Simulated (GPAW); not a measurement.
# A Zr chain with a Se atom bridging one bond: transmission at several levels, part 2 of 2

How well does a Zr chain with a Se atom bridging one bond conduct at low bias, and how far do basis and functional move the answer?

GPAW 26.7.0; GPAW LCAO, PAW setups; Landauer transmission from Green's functions with principal layers (ASE), zero bias.

So far, transmission at the Fermi level (one spin): step 2 (GPAW, dzp, PBE, GPAW) 2.86; step 3 (basis szp(dzp), PBE, GPAW) 2.86; step 4 (basis sz(dzp), PBE, GPAW) 2.93; step 5 (LDA) 2.85.

## Step 7: Comparison

The curves are compared point by point over the common energies.

This step: comparison of transmission and cost over codes and levels (GPAW 26.7.0).

Ladder, by row:

| step | code | T at the Fermi level (sum over the listed spins) | conductance (G0) | r.m.s. T(E) from the first | wall time (s) | peak memory (GiB) | threads |
| --- | --- | --- | --- | --- | --- | --- | --- |
| dzp | GPAW | 2.861 | 3.115 | 0 | 80.02 | 1.24 | 1 |
| szp | GPAW | 2.862 | 2.924 | 0.1187 | 54.71 | 1.18 | 1 |
| sz | GPAW | 2.927 | 2.962 | 0.2815 | 41.99 | 1.13 | 1 |
| dzp-LDA | GPAW | 2.849 | 3.145 | 0.2064 | 71.37 | 1.24 | 1 |

Transmission, zone mean, sum over the listed spins against energy, zero at the Fermi level:

| energy (eV) | dzp | szp | sz | dzp-LDA |
| --- | --- | --- | --- | --- |
| -2.00 | 0.559 | 0.551 | 0.627 | 0.533 |
| -1.85 | 0.761 | 0.753 | 0.819 | 0.736 |
| -1.70 | 0.907 | 0.905 | 0.947 | 0.886 |
| -1.50 | 1.06 | 1.07 | 1.08 | 1.02 |
| -1.35 | 1.18 | 1.19 | 1.20 | 1.14 |
| -1.20 | 1.30 | 1.31 | 1.32 | 1.26 |
| -1.05 | 1.39 | 1.57 | 1.42 | 1.47 |
| -0.90 | 1.95 | 1.96 | 1.93 | 2.05 |
| -0.70 | 2.47 | 2.49 | 2.53 | 2.51 |
| -0.55 | 2.70 | 2.72 | 2.76 | 2.72 |
| -0.40 | 2.84 | 2.85 | 2.89 | 2.86 |
| -0.25 | 2.92 | 2.92 | 2.96 | 2.94 |
| -0.10 | 2.93 | 2.93 | 2.98 | 2.95 |
| 0.00 | 2.86 | 2.86 | 2.93 | 2.85 |
| 0.10 | 3.91 | 3.84 | 3.83 | 3.97 |
| 0.25 | 4.08 | 4.05 | 4.09 | 4.12 |
| 0.35 | 4.09 | 4.08 | 4.12 | 4.13 |
| 0.40 | 4.09 | 4.08 | 4.12 | 4.13 |
| 0.55 | 4.07 | 4.09 | 4.11 | 4.13 |
| 0.70 | 4.04 | 4.08 | 4.09 | 4.09 |
| 0.90 | 3.88 | 3.91 | 3.94 | 3.91 |
| 1.05 | 3.77 | 3.82 | 2.11 | 3.79 |
| 1.20 | 2.88 | 2.64 | 2.94 | 2.28 |
| 1.25 | 3.05 | 2.98 | 3.05 | 2.96 |
| 1.35 | 3.03 | 2.98 | 3.02 | 2.96 |
| 1.50 | 2.88 | 2.77 | 2.84 | 2.80 |
| 1.70 | 2.47 | 2.29 | 2.39 | 2.35 |
| 1.85 | 1.84 | 1.63 | 1.70 | 1.70 |
| 2.00 | 1.21 | 1.12 | 1.12 | 1.12 |

## Step 8: K-points along the lead 40: lead_nz = 40

The lead's own mesh along the current sets its density and potential; where the lead is aligned to the junction's end layer, a rigid shift drops out.

This step: GPAW LCAO, PAW setups; Landauer transmission from Green's functions with principal layers (ASE), zero bias (GPAW 26.7.0).

run.py

```python
import json
import numpy as np
from ase import Atoms
from ase.transport.calculators import TransportCalculator
from gpaw import GPAW, FermiDirac
from gpaw.lcao.tools import get_lcao_hamiltonian
from scipy.linalg import eigh

# The junction with lead layers at both ends, along the third cell vector
device = Atoms(
    ['Zr', 'Zr', 'Zr', 'Zr', 'Zr', 'Zr', 'Se', 'Zr', 'Zr', 'Zr', 'Zr', 'Zr', 'Zr'],
    positions=[
        [4.50000, 4.50000, 1.30000],
        [4.50000, 4.50000, 3.90000],
        [4.50000, 4.50000, 6.50000],
        [4.50000, 4.50000, 9.10000],
        [4.50000, 4.50000, 11.70000],
        [4.50000, 4.50000, 14.30000],
        [6.37524, 4.50000, 15.70000],
        [4.50000, 4.50000, 17.10000],
        [4.50000, 4.50000, 19.70000],
        [4.50000, 4.50000, 22.30000],
        [4.50000, 4.50000, 24.90000],
        [4.50000, 4.50000, 27.50000],
        [4.50000, 4.50000, 30.10000]],
    cell=[[9.0, 0.0, 0.0], [0.0, 9.0, 0.0], [0.0, 0.0, 31.4]],
    pbc=True)

# One principal layer of the lead: the first 4 atoms of the device
lead = Atoms(
    ['Zr', 'Zr', 'Zr', 'Zr'],
    positions=[
        [4.50000, 4.50000, 1.30000],
        [4.50000, 4.50000, 3.90000],
        [4.50000, 4.50000, 6.50000],
        [4.50000, 4.50000, 9.10000]],
    cell=[[9.0, 0.0, 0.0], [0.0, 9.0, 0.0], [0.0, 0.0, 10.4]],
    pbc=True)

settings = dict(mode='lcao', basis='dzp', xc='PBE', h=0.2,
                occupations=FermiDirac(0.1), maxiter=250,
                mixer=dict(beta=0.1, nmaxold=8, weight=100.0),
                convergence=dict(density=0.0001))
energies = np.arange(-2, 2 + 1e-9, 0.05)
eta = 0.0001
n1, n2 = 1, 1
# k and -k transmit alike, so half of the mesh across the current serves
mesh = [(i, j) for i in range(n1) for j in range(n2) if (i, j) <= (-i % n1, -j % n2)]
weights = np.array([1 if (i, j) == (-i % n1, -j % n2) else 2 for i, j in mesh]) / (n1 * n2)


def ground_state(atoms, size, txt):
    atoms.calc = GPAW(kpts={'size': size, 'gamma': True}, symmetry={'tolerance': 1e-3}, txt=txt, **settings)
    atoms.get_potential_energy()
    return atoms.calc.get_fermi_level()


def blocks(atoms, fermi, points, nz, cells):
    """H - E_F S and S between cell 0 and the cells above it, at each point across the current."""
    kz = np.arange(nz) / nz
    calc = atoms.calc.fixed_density(kpts=[(*k, z) for k in points for z in kz], symmetry='off', txt=None)
    H, S = get_lcao_hamiltonian(calc)
    H = (H - fermi * S).reshape(len(H), len(points), nz, *S.shape[1:])
    S = S.reshape(H.shape[1:])
    phases = [np.exp(-2j * np.pi * kz * R) / nz for R in cells]
    return [(np.einsum('skzij,z->ksij', H, p), np.einsum('kzij,z->kij', S, p)) for p in phases]


def pair(a, b):
    return np.block([[a, b], [b.T.conj(), a]])


def count_channels(h, s, cells, nk=240):
    """Half the number of times that the lead's bands cross each energy, unfolded to its shortest repeat."""
    b = len(h) // cells
    bands = []
    for k in (np.arange(nk + 1) + 0.5) / nk:
        hk, sk = h[:b, :b].copy(), s[:b, :b].copy()
        for R in range(1, cells):
            phase, block = np.exp(2j * np.pi * k * R), slice(R * b, (R + 1) * b)
            hk += h[:b, block] * phase + (h[:b, block] * phase).T.conj()
            sk += s[:b, block] * phase + (s[:b, block] * phase).T.conj()
        bands.append(eigh(hk, sk, eigvals_only=True))
    below = np.array(bands)[:, :, None] < energies
    return (below[1:] != below[:-1]).sum((0, 1)) / 2


fermi_lead = ground_state(lead, (1, 1, 40), 'lead.txt')
fermi_device = ground_state(device, (1, 1, 3), 'device.txt')
T, channels, eigen, tail, misfit, shifts = [], [], [], 0.0, 0.0, []
for first in range(0, len(mesh), 657):
    points = [(i / n1, j / n2) for i, j in mesh[first:first + 657]]
    (H0k, S0k), (H1k, S1k), (H2k, _) = blocks(lead, fermi_lead, points, 5, range(3))
    [(Hk, Sk)] = blocks(device, fermi_device, points, 2, [0])
    tail = max(tail, abs(H2k).max())
    for H0, S0, H1, S1, H, S in zip(H0k, S0k, H1k, S1k, Hk, Sk):
        n = len(S0)
        # Shift the lead onto the potential of the device's first layer
        shift = ((H[:, 0, 0] - H0[:, 0, 0]) / S0[0, 0]).real.mean()
        shifts.append(shift)
        misfit = max(misfit, abs(H[:, :n, :n] - H0 - shift * S0).max())
        Tk, Ck, Ek = [], [], []
        for s in range(len(H)):
            t = s % len(H0)  # a lead without moments serves both spins
            h1, s1 = pair(H0[t] + shift * S0, H1[t] + shift * S1), pair(S0, S1)
            leads = dict(h1=h1, s1=s1, energies=energies, eta=eta, eta1=eta, eta2=eta)
            calc = TransportCalculator(h=H[s], s=S, eigenchannels=3, **leads)
            Tk.append(calc.get_transmission())
            Ek.append(np.sort(calc.eigenchannels_ne, axis=0)[::-1])
            Ck.append(count_channels(h1, s1, 8))
        T.append(Tk)
        channels.append(Ck)
        eigen.append(Ek)
T, channels = np.array(T), np.array(channels)
mean, open_channels = np.einsum('kse,k->se', T, weights), np.einsum('kse,k->se', channels, weights)

print(f'basis functions: device {len(S)}, principal layer {n}')
print(f'Fermi level: lead {fermi_lead:.4f} eV, device {fermi_device:.4f} eV; lead shifted by {np.mean(shifts):.4f} eV')
print(f'largest coupling past the next layer {tail:.2e} eV, largest misfit of the first layer {misfit:.3f} eV')
print('  E-E_F (eV)   ' + 'T (one spin)  channels')
for e, t, c in zip(energies, mean.T, open_channels.T):
    print(f'{e:10.3f}  ', *[f'{x:11.4e}' for x in t], *[f'{x:9.4f}' for x in c])

kT = 8.617333e-5 * 300
fine = np.linspace(energies[0], energies[-1], 4001)
both = np.exp(np.interp(fine, energies, np.log(np.maximum(mean.sum(0) * 2 / len(mean), 1e-30))))
fermi = lambda mu: 1 / (1 + np.exp(np.clip((fine - mu) / kT, -200, 200)))
slope = fermi(0) * (1 - fermi(0)) / kT
G = np.trapezoid(both * slope, fine) / 2
seebeck = -np.trapezoid(both * slope * fine, fine) / (2 * G * 300) * 1e6
print(f'conductance at 300 K: {G:.5g} G0 a cell; thermopower {seebeck:.4g} uV/K')
bias = [0.1, 0.2, 0.5, 1.0, 1.5, 2.0]
current = [38.74 * np.trapezoid(both * (fermi(V / 2) - fermi(-V / 2)), fine) for V in bias]
for V, I in zip(bias, current):
    print(f'current from the zero-bias T(E) at {V} V: {I:.5g} uA')
zero = abs(energies).argmin()
json.dump(dict(energies=energies.tolist(), T=mean.tolist(), channels=open_channels.tolist(), G=G, seebeck=seebeck,
               bias=bias, current=current, tail=tail, misfit=misfit, shift=np.mean(shifts), n_device=len(S), n_lead=n,
               fermi=[fermi_lead, fermi_device], energy=device.get_potential_energy(),
               moments=device.get_magnetic_moments().tolist(), mesh=mesh, weights=weights.tolist(),
               T_k=T[:, :, zero].tolist(), eigen=np.array(eigen[0]).tolist()), open('result.json', 'w'))
```

Run with:

```
OMP_NUM_THREADS=1 OPENBLAS_NUM_THREADS=1 python run.py
```

What it wrote:

```text
basis functions: device 361, principal layer 116
Fermi level: lead -1.7894 eV, device -1.7695 eV; lead shifted by 0.0027 eV
largest coupling past the next layer 1.05e-05 eV, largest misfit of the first layer 0.058 eV
  E-E_F (eV)   T (one spin)  [channel counts left out]
    -2.000    5.5922e-01
    -1.950    6.3151e-01
    -1.900    6.9904e-01
    -1.850    7.6075e-01
    -1.800    8.1604e-01
    -1.750    8.6586e-01
    -1.700    9.0695e-01
    -1.650    9.4285e-01
    -1.600    9.7305e-01
    -1.550    1.0197e+00
    -1.500    1.0631e+00
    -1.450    1.1010e+00
    -1.400    1.1387e+00
    -1.350    1.1774e+00
    -1.300    1.2171e+00
    -1.250    1.2572e+00
[...]
1.650    2.6061e+00
     1.700    2.4739e+00
     1.750    2.3007e+00
     1.800    2.0800e+00
     1.850    1.8379e+00
     1.900    1.5937e+00
     1.950    1.3895e+00
     2.000    1.2130e+00
conductance at 300 K: 3.1194 G0 a cell; thermopower -13.27 uV/K
current from the zero-bias T(E) at 0.1 V: 24.485 uA
current from the zero-bias T(E) at 0.2 V: 50.115 uA
current from the zero-bias T(E) at 0.5 V: 130.46 uA
current from the zero-bias T(E) at 1.0 V: 264.72 uA
current from the zero-bias T(E) at 1.5 V: 393.26 uA
current from the zero-bias T(E) at 2.0 V: 507.54 uA
```

Wall time 1.8 min (1 thread of AMD EPYC 9R45, shared host); peak memory 1.3 GiB.

This step gave:

```
conductance                                    : 3.119 G₀
largest coupling past the next principal layer : 1.05e-5 eV
largest misfit of the first principal layer    : 0.05842 eV
shift that aligns the lead                     : 0.002669 eV
transmission at the Fermi level (one spin)     : 2.861
```

One spin. Table of transmission, zone mean by energy, zero at the Fermi level:

| energy (eV) | transmission, zone mean |
| --- | --- |
| -2.000 | 0.559 |
| -1.800 | 0.816 |
| -1.600 | 0.973 |
| -1.400 | 1.14 |
| -1.200 | 1.30 |
| -1.000 | 1.53 |
| -0.800 | 2.25 |
| -0.600 | 2.64 |
| -0.400 | 2.84 |
| -0.200 | 2.93 |
| 0.000 | 2.86 |
| 0.200 | 4.05 |
| 0.350 | 4.09 |
| 0.400 | 4.09 |
| 0.600 | 4.07 |
| 0.800 | 3.97 |
| 1.000 | 3.80 |
| 1.200 | 2.88 |
| 1.250 | 3.05 |
| 1.400 | 2.99 |
| 1.600 | 2.71 |
| 1.800 | 2.08 |
| 2.000 | 1.21 |

Not self-consistent under bias; the bias window is split evenly. Current through one cell, from the zero-bias transmission against bias:

| bias (V) | current through one cell, from the zero-bias transmission (mA) |
| --- | --- |
| 0.100 | 0.0245 |
| 0.200 | 0.0501 |
| 0.500 | 0.130 |
| 1.000 | 0.265 |
| 1.500 | 0.393 |
| 2.000 | 0.508 |

Transmission of the three most open eigenchannels against energy, zero at the Fermi level:

| energy (eV) | channel 1 | channel 2 | channel 3 |
| --- | --- | --- | --- |
| -2.000 | 0.559 | 5.2e-8 | 2.3e-11 |
| -1.800 | 0.816 | 5.0e-8 | 2.2e-11 |
| -1.600 | 0.973 | 4.7e-8 | 9.8e-10 |
| -1.400 | 0.998 | 0.0761 | 0.0643 |
| -1.200 | 0.993 | 0.190 | 0.114 |
| -1.000 | 0.982 | 0.333 | 0.170 |
| -0.800 | 0.981 | 0.604 | 0.473 |
| -0.600 | 0.981 | 0.847 | 0.603 |
| -0.400 | 0.982 | 0.943 | 0.706 |
| -0.200 | 0.983 | 0.977 | 0.774 |
| 0.000 | 0.989 | 0.976 | 0.827 |
| 0.200 | 0.996 | 0.987 | 0.915 |
| 0.400 | 0.992 | 0.947 | 0.943 |
| 0.600 | 0.993 | 0.956 | 0.952 |
| 0.800 | 0.998 | 0.945 | 0.934 |
| 1.000 | 0.995 | 0.923 | 0.856 |
| 1.200 | 0.976 | 0.780 | 0.688 |
| 1.400 | 0.982 | 0.920 | 0.749 |
| 1.600 | 0.967 | 0.920 | 0.657 |
| 1.800 | 0.954 | 0.887 | 0.194 |
| 2.000 | 0.978 | 0.235 | 3.3e-8 |

The conductance equals that of the dzp run to 0.2 %.

## Step 9: Another change of settings

A last run, with other settings again.

run.py: that of step 8 with these lines changed.

```diff
@@ -39,4 +39,4 @@
 
-settings = dict(mode='lcao', basis='dzp', xc='PBE', h=0.2,
-                occupations=FermiDirac(0.1), maxiter=250,
+settings = dict(mode='lcao', basis='dzp', xc='pbe96', h=0.2,
+                occupations=FermiDirac(0.1), maxiter=60,
                 mixer=dict(beta=0.1, nmaxold=8, weight=100.0),
@@ -87,3 +87,3 @@
 
-fermi_lead = ground_state(lead, (1, 1, 40), 'lead.txt')
+fermi_lead = ground_state(lead, (1, 1, 11), 'lead.txt')
 fermi_device = ground_state(device, (1, 1, 3), 'device.txt')
```

What it wrote:

```text
NameError: Unknown functional: pbe96.
```

It took 0.43 s on 1 thread; peak memory 0.1 GiB.

The input was rejected at the start.

The program's message: “NameError: Unknown functional: pbe96.”

The change that led to it: xc = "pbe96".

## Step 10: What came out

```
conductance                                        : 3.12 G₀
transmission at the Fermi level, mean of the spins : 2.86
```

What this shows: In the dzp basis the junction conducts 3.12 G₀ at 300 K, with T = 2.86 a spin at the Fermi level; the sz basis reaches that conductance within 10 %. At the Fermi level the three most open eigenchannels pass 0.99, 0.98 and 0.83. Measured against the first run (dzp), the nearest curve is that of szp (r.m.s. 0.12) and the farthest that of sz (0.28). Over the compared runs wall time goes from 42 s (sz) to 80 s (dzp), on a shared host. The geometry was built from estimated bond lengths and not relaxed, so the numbers describe this model structure. The run had no spin polarisation, so a magnetic state, which chains and small molecules with open shells often have, wasn't tested. An evenly spaced straight chain is an idealisation: free chains tend to dimerise, zigzag or, where a band edge lies near the Fermi level, turn magnetic. The currents use the zero-bias T(E) throughout, which holds only while the bias is small against the distance to the nearest feature. Within about eight thermal energies of the Fermi level ln T(E) bends sharply from one computed energy to the next, or the lead's channel count changes, so the thermal averages, above all the thermopower, rest on an interpolation that may be rough.

[Logs are printed without paths, hosts, clocks, repeated set-up lines and the standing remarks that a program may print on its own settings, such as how far it seeks lower states.]

[Hosts, paths, dates, database ids (printed as entryN), source tags and the programs' standing remarks are cut or masked in the printed files.]
